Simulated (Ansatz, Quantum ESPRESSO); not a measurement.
# Pt(110), 5 layers against a metal electrode: the electrode's level over the Fermi level at a withheld member of a series

**Set-up.** Quantum ESPRESSO 7.5, PBE, GBRV ultrasoft. The slab is relaxed neutral, then held. ESM with bc3: vacuum below and a metal electrode about 6 Å above the top atoms. Cold smearing of 0.02 Ry. Charges are set per cell from the starting area. The slabs take the lattice constants of the bulk relaxed by the same program. The series steps the charge of the slab (positive: electrons removed).

```tsv
charge of the slab	electrode's level over the Fermi level (eV)
1 ×10¹³ e/cm²	5.955
2 ×10¹³ e/cm²	6.813
3 ×10¹³ e/cm²	7.677
4.5 ×10¹³ e/cm²	8.984
6 ×10¹³ e/cm²	10.299
8 ×10¹³ e/cm²	12.069
```

One more run was made and is withheld. What is the electrode's level over the Fermi level at 7 ×10¹³ e/cm²?

By hand: The rows at 6 ×10¹³ e/cm² and 8 ×10¹³ e/cm² give a slope of (12.069 − (10.299))/(8 − (6)) = 0.885, so a straight line gives 11.184 eV. A parabola through these and the row at 4.5 ×10¹³ e/cm² gives 11.182 eV.

**Check.** 11.182 eV. The line misses by +0.002 and the parabola by 0.000 eV. Both misses are under 5 % of the step from the nearer row.

**Limits.** Vacuum fills the gap; ions don't answer the charge; added electrons can spill towards the electrode at the most negative charges. Charges count on the starting cell, which the relaxation changed by some per cent. Members without a usable value, or on the other side of zero field or charge, are not listed.

[Logs are printed without paths, hosts, clocks, repeated set-up lines and the standing remarks that a program may print on its own settings, such as how far it seeks lower states.]
